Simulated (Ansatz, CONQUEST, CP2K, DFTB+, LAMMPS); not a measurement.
**Amorphous carbon (100 atoms): forces by two methods**

100 atoms (100 C) placed at random at 2.92 g/cm³, melted at 6000 K for 10 ps at fixed volume with the Tersoff potential (Tersoff, Phys. Rev. B 39, 5566 (1989)). Quenched from 6000 K to 300 K at 100 K/ps and fixed volume, held 5 ps, then minimised at fixed cell.

Two calculations on one geometry. First: Kohn-Sham DFT, PBE, norm-conserving pseudopotentials, pseudo-atomic orbitals (double zeta with polarisation), diagonalisation; grid 80 Ha; levels smeared at 580 K; far from plane-wave PBE on this cell, through basis, grid or potentials (CONQUEST 1.3; Γ point). Second: Kohn-Sham DFT, PBE, PAW, plane waves (Ansatz 0.2.0; cutoff 420 eV, Γ point, fermi-dirac smearing of 0.05 eV; PAW set soft_2).

Cell vectors (Å):

```
8.808 0.000 0.000
0.000 8.808 0.000
0.000 0.000 8.808
```

Atom, position (Å) and force of the first calculation (eV/Å):

```
1 C 5.868 6.629 7.377 -0.014 2.342 -0.722
2 C 7.596 6.599 5.046 0.917 -1.147 3.331
3 C 0.726 3.749 6.706 -1.407 -0.727 -1.236
4 C 7.703 6.897 0.816 2.741 0.331 0.232
5 C 0.299 1.742 3.598 -0.143 -0.626 -0.919
6 C 4.248 4.991 2.110 -2.411 -1.095 1.165
7 C 0.528 0.934 0.383 -1.900 -1.541 -0.042
8 C 5.269 6.113 3.738 0.807 0.046 0.223
9 C 3.730 8.150 5.700 0.578 0.128 -1.400
10 C 7.560 8.275 7.986 0.245 2.451 0.629
11 C 4.105 5.270 6.041 0.954 -0.120 -1.703
12 C 3.922 2.672 1.780 -3.622 -1.535 0.346
13 C 1.555 3.755 4.632 0.886 0.381 -1.996
14 C 7.660 2.143 6.688 -0.563 -1.261 -1.745
15 C 3.971 1.909 0.569 0.194 -2.535 -1.275
16 C 7.571 4.017 1.301 -0.317 -0.472 -0.220
17 C 4.440 6.179 7.123 0.985 0.070 0.468
18 C 5.182 6.916 0.959 -1.176 0.791 0.127
19 C 6.705 0.966 1.051 0.138 -1.692 1.404
20 C 6.713 0.805 2.607 -0.029 0.551 -0.505
21 C 5.926 3.360 7.846 2.380 -0.629 -0.289
22 C 7.816 0.857 3.660 -1.894 -0.455 -1.723
23 C 2.248 4.324 1.050 -0.707 0.217 0.835
24 C 1.044 8.082 6.964 0.080 -1.032 -0.518
25 C 5.436 2.758 4.186 -0.559 -3.730 0.975
26 C 5.027 1.363 4.340 0.987 0.970 -1.007
27 C 6.471 6.305 1.440 -0.070 -0.252 0.207
28 C 6.800 1.184 6.052 0.894 0.687 0.944
29 C 6.584 4.940 0.831 0.185 -2.651 1.366
30 C 1.728 4.544 5.890 -1.192 0.014 -0.471
31 C 2.091 6.098 3.173 0.987 -1.673 -1.912
32 C 2.709 3.676 3.725 0.601 0.299 -0.622
33 C 2.572 5.850 0.724 -1.371 -0.532 -0.699
34 C 5.112 3.152 6.653 -0.910 -3.184 0.939
35 C 7.384 5.462 5.910 -0.548 -0.132 -1.096
36 C 5.176 0.779 0.447 1.666 0.960 2.388
37 C 7.823 6.381 3.654 -0.437 -0.297 -0.129
38 C 1.972 3.535 8.716 1.168 -1.661 -0.362
39 C 7.388 0.309 5.031 0.757 0.263 -0.667
40 C 0.872 8.603 1.255 -0.300 -0.303 -0.025
41 C 4.514 5.311 8.376 -0.001 -0.534 -0.262
42 C 1.718 6.105 8.298 0.889 0.233 0.499
43 C 5.024 5.057 4.942 -0.749 1.479 -0.715
44 C 0.616 3.902 8.155 1.273 0.117 0.886
45 C 2.557 1.125 3.260 0.476 2.048 -0.730
46 C 6.183 7.918 7.862 -0.003 -1.657 -2.364
47 C 2.301 8.240 1.463 -1.744 -0.815 0.152
48 C 4.869 8.263 1.323 1.487 1.220 -3.096
49 C 5.414 0.537 3.261 2.076 1.752 -0.159
50 C 3.496 7.390 7.014 -1.213 0.991 -0.417
51 C 3.261 1.767 5.821 -1.982 1.054 1.427
52 C 2.958 2.476 2.881 0.920 -0.953 1.118
53 C 4.877 3.683 1.984 1.347 1.339 0.621
54 C 2.872 2.382 8.230 -0.424 0.470 1.498
55 C 8.657 7.716 1.735 -0.648 -2.508 -0.372
56 C 8.063 6.048 8.363 -1.480 0.264 -0.492
57 C 7.089 4.183 5.240 -0.371 0.805 -0.279
58 C 8.590 5.134 3.620 1.597 0.515 -1.569
59 C 8.804 2.740 6.004 0.297 1.548 0.857
60 C 3.542 2.858 6.794 1.424 0.648 -1.169
61 C 3.090 0.069 2.505 -0.728 1.085 0.345
62 C 7.884 7.862 5.596 -1.326 0.865 -1.953
63 C 6.527 6.199 2.950 -1.881 0.445 0.111
64 C 5.678 4.525 8.607 0.284 -0.673 -0.649
65 C 8.630 7.522 3.171 1.890 2.417 -1.505
66 C 2.018 6.925 7.069 -0.229 -0.989 -1.474
67 C 7.249 3.465 2.693 -0.579 1.882 -1.281
68 C 1.686 6.121 5.782 0.676 -0.438 -0.162
69 C 1.923 1.240 5.655 -0.772 -1.368 0.728
70 C 1.874 1.109 8.228 0.549 -0.516 -0.081
71 C 3.332 7.453 4.550 -0.285 0.981 2.199
72 C 1.414 0.822 4.200 0.521 -1.658 -0.692
73 C 1.352 3.971 2.155 -1.473 -0.979 -0.930
74 C 1.040 5.052 3.018 -2.977 0.281 0.768
75 C 7.872 0.498 0.134 -2.054 0.149 -0.975
76 C 4.346 0.818 5.592 0.938 -1.872 -0.897
77 C 4.290 7.204 3.550 2.923 0.118 -0.436
78 C 0.979 8.037 4.059 -0.919 0.916 0.038
79 C 5.411 0.917 6.602 1.624 2.977 0.547
80 C 5.864 3.232 2.913 2.694 0.836 -1.203
81 C 8.450 7.902 6.893 -1.193 0.453 3.166
82 C 3.104 4.253 6.314 -0.021 -1.412 1.604
83 C 1.494 0.603 6.905 0.963 1.346 -1.943
84 C 0.157 2.187 0.976 2.297 0.792 1.943
85 C 3.829 8.304 8.049 -0.637 1.183 1.592
86 C 4.077 5.865 0.825 0.200 -0.415 2.084
87 C 2.230 6.760 1.778 -0.581 1.114 1.496
88 C 1.970 6.926 4.428 -0.924 -1.027 1.088
89 C 7.957 3.885 4.001 -1.560 0.092 -0.142
90 C 5.668 3.670 5.285 -0.553 0.393 0.120
91 C 3.189 5.007 3.179 1.409 -1.989 -0.161
92 C 4.478 8.417 2.689 -0.232 -1.313 -0.262
93 C 0.512 5.372 8.299 0.032 1.350 0.248
94 C 0.679 2.583 2.239 -0.541 0.411 -0.279
95 C 7.007 5.757 7.296 1.278 1.162 1.552
96 C 0.208 2.934 4.488 1.913 0.458 3.135
97 C 8.262 3.194 0.161 -1.258 0.868 0.449
98 C 5.180 0.152 7.898 -1.409 0.930 0.397
99 C 7.230 2.732 7.932 -1.050 1.062 0.760
100 C 2.762 0.043 0.071 1.320 0.858 0.898
```

**Question.** What forces does the second calculation give?

Atom and force (eV/Å):

```
1 0.224 2.407 -0.555
2 1.017 -1.074 3.325
3 -1.495 -0.885 -1.238
4 2.643 0.262 0.274
5 -0.169 -0.563 -0.760
6 -2.433 -1.297 1.176
7 -2.029 -1.447 0.200
8 0.817 0.188 0.086
9 0.386 -0.124 -1.674
10 0.143 2.528 0.622
11 1.021 -0.226 -1.644
12 -3.440 -1.444 0.258
13 1.037 0.435 -1.994
14 -0.671 -1.212 -1.741
15 0.180 -2.342 -0.957
16 -0.586 -0.330 -0.277
17 0.982 -0.053 0.387
18 -1.198 0.991 0.271
19 0.200 -1.790 1.435
20 -0.120 0.534 -0.390
21 2.407 -0.442 -0.323
22 -1.956 -0.439 -1.694
23 -0.968 -0.038 0.678
24 -0.073 -0.767 -0.544
25 -0.463 -3.644 0.898
26 1.126 0.908 -1.246
27 -0.052 -0.294 0.138
28 1.042 0.725 0.986
29 0.238 -2.813 1.311
30 -1.065 -0.157 -0.495
31 0.922 -1.718 -1.883
32 0.439 0.282 -0.695
33 -1.411 -0.326 -0.508
34 -0.776 -3.061 1.085
35 -0.652 -0.032 -1.155
36 1.635 0.824 2.251
37 -0.404 -0.302 0.041
38 1.163 -1.468 -0.101
39 0.798 0.264 -0.510
40 -0.424 -0.395 -0.014
41 0.268 -0.499 -0.042
42 0.638 0.065 0.456
43 -0.886 1.455 -0.478
44 1.377 0.220 0.736
45 0.594 1.908 -0.929
46 0.057 -1.709 -2.433
47 -1.748 -0.793 0.294
48 1.480 0.945 -2.880
49 1.945 1.865 -0.069
50 -1.127 1.188 -0.222
51 -2.014 0.912 1.500
52 0.960 -0.977 1.149
53 1.165 1.180 0.834
54 -0.507 0.516 1.534
55 -0.471 -2.353 -0.223
56 -1.268 0.108 -0.508
57 -0.419 0.954 -0.277
58 1.742 0.430 -1.675
59 0.275 1.723 1.050
60 1.395 0.605 -1.333
61 -0.872 1.228 0.427
62 -1.338 0.711 -1.848
63 -1.910 0.442 0.161
64 0.267 -0.706 -0.711
65 1.876 2.304 -1.672
66 -0.289 -0.997 -1.443
67 -0.894 1.884 -1.244
68 0.768 -0.406 -0.100
69 -0.550 -1.374 0.914
70 0.591 -0.674 -0.246
71 -0.091 1.046 2.248
72 0.592 -1.569 -0.791
73 -1.408 -0.723 -0.845
74 -3.122 0.102 0.775
75 -2.112 -0.031 -1.092
76 0.961 -1.648 -0.774
77 2.776 0.117 -0.204
78 -0.907 0.797 -0.012
79 1.549 2.877 0.427
80 2.720 0.898 -1.138
81 -1.113 0.553 2.996
82 -0.024 -1.269 1.480
83 1.000 1.108 -1.890
84 2.410 0.800 2.020
85 -0.816 1.095 1.442
86 0.242 -0.501 1.904
87 -0.470 0.976 1.301
88 -0.776 -0.937 0.977
89 -1.423 0.228 -0.153
90 -0.533 0.286 -0.052
91 1.355 -2.040 -0.289
92 -0.141 -1.184 -0.404
93 0.074 1.548 0.225
94 -0.672 0.426 -0.599
95 1.158 1.383 1.407
96 1.861 0.437 3.045
97 -1.223 0.726 0.530
98 -1.321 0.790 0.476
99 -1.112 1.083 0.539
100 1.421 0.807 0.710
```

The two sets differ by 127 meV/Å r.m.s., 10 % of the r.m.s. force of the Ansatz run. The network of bonds at the start is that of the classical potential that made the cell, and needn't be the one that DFT or experiment would give. The electronic-structure runs sample only Γ, in a cell whose shortest periodic width is 9 Å, which is coarse for a cell with partly filled levels.

[Logs are printed without paths, hosts, clocks, repeated set-up lines and the standing remarks that a program may print on its own settings, such as how far it seeks lower states.]

[Hosts, paths, dates, database ids (printed as entryN), source tags and the programs' standing remarks are cut or masked in the printed files.]
